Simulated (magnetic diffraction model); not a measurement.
# Magnetic neutron pattern of Cu2H3S3Cl

Space group P2_1/m (no. 11), a = 6.5690 Å, b = 6.8740 Å, c = 6.5710 Å, β = 92.69°.

| site | atom | x | y | z |
| --- | --- | --- | --- | --- |
| 2d | Cu | 1/2 | 0 | 1/2 |
| 2e | Cu | 0.5126 | 3/4 | 0.0004 |
| 2e | Cl | 0.8670 | 3/4 | 0.7091 |
| 4f | S | 0.3684 | 0.9853 | 0.8199 |
| 2e | S | 0.6742 | 1/4 | 0.6324 |
| 4f | H | 0.2498 | 0.6683 | 0.9850 |
| 2e | H | 0.0525 | 3/4 | 0.4713 |

This is a made-up structure (elements placed in a structure type, unrelaxed), so the numbers test the method and describe no known phase.

Only Cu is taken to order (form factors of Cu2+); orders and moment sizes are assumed, and not adapted to the symmetry. Radiation: neutrons of λ = 2.52 Å, 1.5° to 60°; isotropic B of 0.29 Å² (Cu), 0.42 Å² (Cl), 0.34 Å² (S) and 0.56 Å² (H). The intensities are simulated: I ∝ L Σ (|F_N|² + |F_M⊥|²) for unpolarised neutrons, with F_M = 2.695 fm/μB × Σ f(s) S exp(2πi Q·r) exp(−B s²) at Q = H ± k (one set where k and −k are equivalent), only the part normal to Q counting and L = 1/(sin²θ cos θ). For a modulated order the moment at position r is S exp(−2πi k·r) + c.c., with S = m/2 for a sine wave of amplitude m and S = m(u + iv)/2 for moments turning in a plane, u and v being orthogonal unit vectors in it; the phase factor of the sum at Q = H + k is then exp(2πi H·r). Form factors are spin-only for 3d ions and dipole or tabulated for f ions, scattering lengths are Sears's of 1992, and absorption is left out. A label names one of the reflections at its angle. The strongest nuclear line in the range is 100, and lines under 0.2 are left out.

Assume the order k = (0 0 1/4), moments turning in the plane of [010] and [001], 0.96 μB on Cu; signs + at (1/2, 0, 1/2), + at (1/2, 1/2, 1/2), + at (0.5126, 3/4, 0.0004), + at (0.4874, 1/4, 0.9996).

Q: Where does magnetic intensity appear, and how strong is it?

| 2θ (°) | index | nuclear | magnetic |
| --- | --- | --- | --- |
| 5.50 | (0 0 1/4) | 0.0 | 33.6 |
| 22.14 | (0 0 1) | 10.3 | 0.0 |
| 22.14 | (1 0 0) | 100.0 | 0.0 |
| 22.57 | (1 0 -1/4) | 0.0 | 3.6 |
| 23.09 | (1 0 1/4) | 0.0 | 3.5 |
| 30.74 | (1 0 -1) | 7.2 | 0.0 |
| 30.78 | (0 1 1) | 19.9 | 0.0 |
| 30.79 | (1 1 0) | 52.9 | 0.0 |
| 32.26 | (1 0 1) | 2.9 | 0.0 |
| 37.60 | (1 1 -1) | 0.8 | 0.0 |
| 38.88 | (1 1 1) | 37.8 | 0.0 |
| 39.26 | (0 0 7/4) | 0.0 | 0.6 |
| 44.55 | (1 0 -7/4) | 0.0 | 0.5 |
| 45.15 | (0 0 2) | 4.8 | 0.0 |
| 45.17 | (2 0 0) | 23.6 | 0.0 |
| 45.26 | (2 0 -1/4) | 0.0 | 0.8 |
| 45.82 | (2 0 1/4) | 0.0 | 0.8 |
| 46.39 | (0 2 3/4) | 0.0 | 0.8 |
| 46.49 | (1 0 7/4) | 0.0 | 0.5 |
| 48.89 | (0 2 1) | 10.7 | 0.0 |
| 48.89 | (1 2 0) | 4.2 | 0.0 |
| 49.81 | (1 0 -2) | 60.1 | 0.0 |
| 49.82 | (2 0 -1) | 39.2 | 0.0 |
| 50.36 | (0 1 2) | 2.2 | 0.0 |
| 50.37 | (2 1 0) | 25.0 | 0.0 |
| 51.18 | (0 0 9/4) | 0.0 | 0.3 |
| 51.60 | (1 2 -3/4) | 0.0 | 0.7 |
| 51.86 | (1 0 2) | 13.5 | 0.0 |
| 51.97 | (0 2 5/4) | 0.0 | 0.6 |
| 52.35 | (1 2 3/4) | 0.0 | 0.7 |
| 53.79 | (1 2 -1) | 0.3 | 0.0 |
| 54.68 | (1 1 -2) | 8.4 | 0.0 |
| 54.69 | (2 1 -1) | 8.9 | 0.0 |
| 54.77 | (1 2 1) | 67.9 | 0.0 |
| 55.34 | (1 0 -9/4) | 0.0 | 0.3 |
| 56.57 | (1 2 -5/4) | 0.0 | 0.5 |
| 56.60 | (1 1 2) | 1.4 | 0.0 |
| 56.61 | (2 1 1) | 3.9 | 0.0 |
| 57.48 | (1 0 9/4) | 0.0 | 0.3 |
| 57.75 | (1 2 5/4) | 0.0 | 0.5 |
| 59.77 | (2 0 -7/4) | 0.0 | 0.3 |

The strongest magnetic line in the range is (0 0 1/4) at 5.50° (33.6). On top of the Lorentz factor, which all lines share, magnetic lines fade with angle because f falls: for Cu2+ it is 0.93, 0.75, 0.55 and 0.23 at sin θ/λ = 0.1, 0.2, 0.3 and 0.5 Å⁻¹, while nuclear lengths stay constant. The order has no net moment.
